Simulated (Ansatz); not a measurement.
# Ta7NbC4S8 (Ta on 88 % of the Nb sites, one arrangement): which shell does photoemission see at 21.2 and 100 eV? (LDA)

The valence band of Ta7NbC4S8 (Ta on 88 % of the Nb sites, one arrangement) mixes several shells. Work out by hand which one leads the spectrum's area at each photon energy.

Filled states come from the projected DOS of Ansatz 0.2.0 (LDA, plane waves); cross sections σ and asymmetry parameters β are those of free atoms in a Dirac–Hartree–Slater calculation. A shell's area is states × σ × angular factor, which is 1 − β·P₂(cos θ)/2 for unpolarised light, with θ = 45° from the beam and P₂ = 0.250.

**At 21.2 eV** (states counted from 11.2 eV below the zero; other shells add 0.32 to the products' sum of 193):

| shell | filled states a cell | cross section (Mb an electron) | β | angular factor | product | share by hand (%) | share in the simulated spectrum (%) |
| --- | --- | --- | --- | --- | --- | --- | --- |
| C 2s | 1.76 | 0.584 | 2.00 | 0.75 | 0.77 | 0 | 0 |
| C 2p | 13.10 | 2.74 | 1.32 | 0.83 | 29.9 | 15 | 15 |
| Nb 4d | 3.66 | 5.05 | 0.44 | 0.94 | 17.5 | 9 | 9 |
| S 3p | 34.31 | 1.08 | 1.85 | 0.77 | 28.4 | 15 | 15 |
| Ta 5d | 23.66 | 5.18 | 0.40 | 0.95 | 116 | 60 | 60 |

**At 100 eV** (states counted from 16.2 eV below the zero; other shells add 1.3 to the products' sum of 7.7):

```
shell  filled states a cell  cross section (Mb an electron)      β  angular factor  product  share by hand (%)  share in the simulated spectrum (%)
 C 2s                  4.98                           0.181   2.00            0.75    0.675                  9                                    9
 C 2p                 13.21                          0.0791   1.44            0.82    0.857                 11                                   11
Nb 4d                  4.04                          0.0226  -0.73            1.09   0.0999                  1                                    1
 S 3p                 34.69                           0.128   1.47            0.82     3.62                 47                                   47
Ta 5d                 26.43                          0.0588   1.89            0.76     1.19                 15                                   15
```

Ta 5d leads at 21.2 eV and S 3p at 100 eV. Between the two energies σ of Ta 5d changes by a factor 0.011 and that of S 3p by 0.12, so their ratio moves 10-fold in favour of the second. The simulated spectrum uses the same rule on the energy-resolved DOS, so the two share columns agree within a few points.

The potential files freeze Ta 4f, so these lines are missing from the sums. Only crystals where the two columns agree within 4 points and the lead is clear are worked in this form. Free-atom cross sections ignore the solid's final states, no escape depth or background enters, and the count of states a shell hangs on the projection.

[Logs are printed without paths, hosts, clocks, repeated set-up lines and the standing remarks that a program may print on its own settings, such as how far it seeks lower states.]
